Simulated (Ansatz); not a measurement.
# Mo2NO2 monolayer: a soft mode frozen in, part 3 of 3

Aim: this structure of Mo2NO2 monolayer is to be tested for unstable modes, and one is followed downhill.

Ansatz 0.2.0; DFT PBEsol, scalar-relativistic, plane waves, PAW.

So far. Step 4 (The mode frozen in, largest atomic shift 0.08 Å): The energy, extrapolated to zero smearing, is -1.12 meV/atom against the undistorted cell. Step 5 (Energy along the mode, all amplitudes (two of the runs …): The lowest of the steps tried is at 0.08 Å, 1.12 meV/atom below the parent; the bottom of the well need not coincide with a step.

## (6) Relaxation from the frozen mode (continued)

ELF in the bc plane at fractional x = 0.041, with atoms of N and O within 0.2 Å of it. It is the smooth field of the valence electrons, not physical close to the nuclei.

Values, 24 rows by 14 columns, each cell a mean:
```
0.00 0.00 0.00 0.00 0.00 0.00 0.00 0.00 0.00 0.00 0.00 0.00 0.00 0.00
0.00 0.00 0.00 0.00 0.00 0.00 0.00 0.00 0.00 0.00 0.00 0.00 0.00 0.00
0.00 0.00 0.00 0.00 0.00 0.00 0.00 0.00 0.00 0.00 0.00 0.00 0.00 0.00
0.00 0.00 0.00 0.00 0.00 0.00 0.00 0.00 0.00 0.00 0.00 0.00 0.00 0.00
0.00 0.00 0.00 0.00 0.00 0.00 0.00 0.00 0.00 0.00 0.00 0.00 0.00 0.00
0.00 0.00 0.00 0.00 0.00 0.00 0.00 0.00 0.00 0.00 0.00 0.00 0.00 0.00
0.00 0.00 0.00 0.00 0.00 0.00 0.00 0.00 0.00 0.00 0.00 0.00 0.00 0.00
0.00 0.00 0.00 0.00 0.00 0.00 0.00 0.00 0.00 0.00 0.00 0.00 0.00 0.00
0.00 0.00 0.00 0.00 0.00 0.00 0.00 0.00 0.00 0.00 0.00 0.00 0.00 0.00
0.00 0.00 0.00 0.00 0.00 0.00 0.00 0.00 0.00 0.00 0.00 0.00 0.00 0.00
0.00 0.00 0.00 0.00 0.00 0.00 0.00 0.00 0.00 0.00 0.00 0.00 0.00 0.00
0.00 0.00 0.00 0.00 0.00 0.00 0.00 0.00 0.00 0.00 0.00 0.00 0.00 0.00
0.00 0.00 0.00 0.00 0.00 0.00 0.00 0.00 0.00 0.00 0.00 0.00 0.00 0.00
0.00 0.00 0.00 0.00 0.00 0.00 0.01 0.03 0.07 0.10 0.10 0.06 0.02 0.00
0.01 0.03 0.05 0.06 0.05 0.05 0.13 0.44 0.69 0.70 0.70 0.66 0.41 0.09
0.23 0.19 0.20 0.45 0.60 0.62 0.54 0.37 0.47 0.50 0.50 0.48 0.33 0.22
0.50 0.70 0.54 0.29 0.32 0.35 0.34 0.30 0.29 0.26 0.22 0.36 0.67 0.63
0.32 0.29 0.35 0.43 0.45 0.45 0.33 0.43 0.65 0.67 0.62 0.36 0.21 0.30
0.03 0.24 0.61 0.74 0.68 0.74 0.67 0.32 0.10 0.09 0.08 0.07 0.05 0.02
0.00 0.01 0.06 0.13 0.17 0.15 0.08 0.02 0.00 0.00 0.00 0.00 0.00 0.00
0.00 0.00 0.00 0.00 0.00 0.00 0.00 0.00 0.00 0.00 0.00 0.00 0.00 0.00
0.00 0.00 0.00 0.00 0.00 0.00 0.00 0.00 0.00 0.00 0.00 0.00 0.00 0.00
0.00 0.00 0.00 0.00 0.00 0.00 0.00 0.00 0.00 0.00 0.00 0.00 0.00 0.00
0.00 0.00 0.00 0.00 0.00 0.00 0.00 0.00 0.00 0.00 0.00 0.00 0.00 0.00
```
Columns run along b (5.0 Å), rows up along c (32.6 Å). Atoms in or near the plane, at fractional coordinates: N at (0.00, 0.31), O at (0.69, 0.37), O at (0.31, 0.24).

Electrostatic potential energy in the bc plane at fractional x = 0.041, with atoms of N and O within 0.2 Å of it. With pseudopotentials it is smooth inside the atoms' cores, unlike the true potential.

Values in eV, 24 rows by 14 columns, each cell a mean:
```
  0   0   0   0   0   0   0   0   0   0   0   0   0   0
  0   0   0   0   0   0   0   0   0   0   0   0   0   0
  0   0   0   0   0   0   0   0   0   0   0   0   0   0
  0   0   0   0   0   0   0   0   0   0   0   0   0   0
  0   0   0   0   0   0   0   0   0   0   0   0   0   0
  0   0   0   0   0   0   0   0   0   0   0   0   0   0
  0   0   0   0   0   0   0   0   0   0   0   0   0   0
  0   0   0   0   0   0   0   0   0   0   0   0   0   0
  0   0   0   0   0   0   0   0   0   0   0   0   0   0
  0   0   0   0   0   0   0   0   0   0   0   0   0   0
  0   0   0   0   0   0   0   0   0   0   0   0   0   0
  0   0   0   0   0   0   0   0   0   0   0   0   0   0
  0   0   0   0   0   0   0   0   0   0   0   0   0   0
  0   0   0   0   0   0   0   0   0   0   0   0   0   0
 -1  -1  -2  -3  -4  -4  -3  -3 -11 -20 -19 -10  -2  -1
 -5  -7 -16 -32 -39 -39 -36 -23 -19 -23 -23 -14  -6  -5
-39 -30 -14 -16 -21 -23 -20 -17 -17 -18 -15 -11 -19 -36
 -8  -6  -7 -15 -19 -17 -17 -33 -41 -43 -40 -27 -12  -8
 -1  -2  -6 -21 -26 -23  -9  -4  -6  -7  -6  -4  -2  -2
  0   0   0   0   0   0   0   0   0   0   0   0   0   0
  0   0   0   0   0   0   0   0   0   0   0   0   0   0
  0   0   0   0   0   0   0   0   0   0   0   0   0   0
  0   0   0   0   0   0   0   0   0   0   0   0   0   0
  0   0   0   0   0   0   0   0   0   0   0   0   0   0
```
Columns run along b (5.0 Å; values clipped at the 3rd and 97th percentile), rows up along c (32.6 Å). Atoms in or near the plane, at fractional coordinates: N at (0.00, 0.31), O at (0.69, 0.37), O at (0.31, 0.24).

Valence density in the bc plane at fractional x = 0.041, with atoms of N and O within 0.2 Å of it. It is the smooth field of the valence electrons, not physical close to the nuclei.

Ten steps, logarithmic in the rise over the least value, from '_' (0.0 e/Å³) to '@' (4.4 e/Å³), each cell a mean:
```
____________________________
____________________________
____________________________
____________________________
____________________________
____________________________
____________________________
____________________________
____________________________
____________________________
____________________________
____________________________
____________________________
____________________________
........::::::==**%%%%**--..
--==++##@@@@%%**##%%%%**====
%%%%**++####**++****++++##%%
====++**####**##@@@@@@##====
..::++%%@@%%**------::::....
____________________________
____________________________
____________________________
____________________________
____________________________
```
Columns run along b (5.0 Å), rows up along c (32.6 Å). Atoms in or near the plane, at fractional coordinates: N at (0.00, 0.31), O at (0.69, 0.37), O at (0.31, 0.24).

The distorted start has space group P2/c; the relaxation ends in P2/c.

## (7) The phases reached

The phases reached along the modes that were followed are set side by side.

Energies are those of the first relaxation, on the mesh of the frozen mode; space group, volume and gap are those of the last relaxation. Phases, by row:

| mode frozen in | space group | energy from parent (meV/atom) | volume (Å³/atom) | gap on mesh (eV) | lowest zone-centre optical mode (cm⁻¹) | largest shift (Å) |
| --- | --- | --- | --- | --- | --- | --- |
| parent | P-3m1 | 0 | 55.24 | 0 | – | – |
| q = (0, -0.5, 0), 131i cm⁻¹ | P2_1/m | -51.43 | 53.41 | 0 | – | 0.276 |
| q = (0, -0.5, 0), 53i cm⁻¹ | P2/c | -63.97 | 53.52 | 0 | – | 0.231 |

## (8) What came out

| Quantity | Value |
| --- | --- |
| unstable mode of the parent | q = (0, -0.5, 0), 53i cm⁻¹ |
| depth at the lowest point sampled | 1.12 meV/atom |
| largest atomic shift at that point | 0.08 Å |
| space group reached (within 0.01 Å) | P2/c |
| energy gained over the parent (first relaxation, on the mesh of the frozen mode) | 64.0 meV/atom |
| area per atom, phase reached | 1.64 Å² |

Along this mode the structure falls into P2/c, 64.0 meV/atom below the parent. At the parent's cell the well is 1.121 meV/atom deep on the steps tried, with its lowest point at a shift of 0.08 Å. Relaxing atoms and cell changes the gain by +62.85 meV/atom against the lowest step (energies at zero smearing). Most of the total comes from this relaxation. The modes of the phase reached were not computed on this path. Of the 2 patterns followed to their end from this parent, this one reaches the lowest energy. Each path keeps the symmetry of its pattern, so a lower phase may lie along a pattern not tried. With no gap, or one that is small against the smearing, the frequencies hang on the k mesh and the smearing, most of all near Kohn anomalies. The phonon runs are without spin polarisation, although the cell has an odd electron count. In a sheet or slab the interpolated bending branch near Γ is rough, since the rotational sum rule isn't imposed. A phonon run warned that its eigensolver left some bands unconverged in a pass. The starting cell was built on a prototype and not taken from a measurement.

[Logs are printed without paths, hosts, clocks, repeated set-up lines and the standing remarks that a program may print on its own settings, such as how far it seeks lower states.]

[Hosts, paths, dates, database ids (printed as entryN), source tags and the programs' standing remarks are cut or masked in the printed files.]
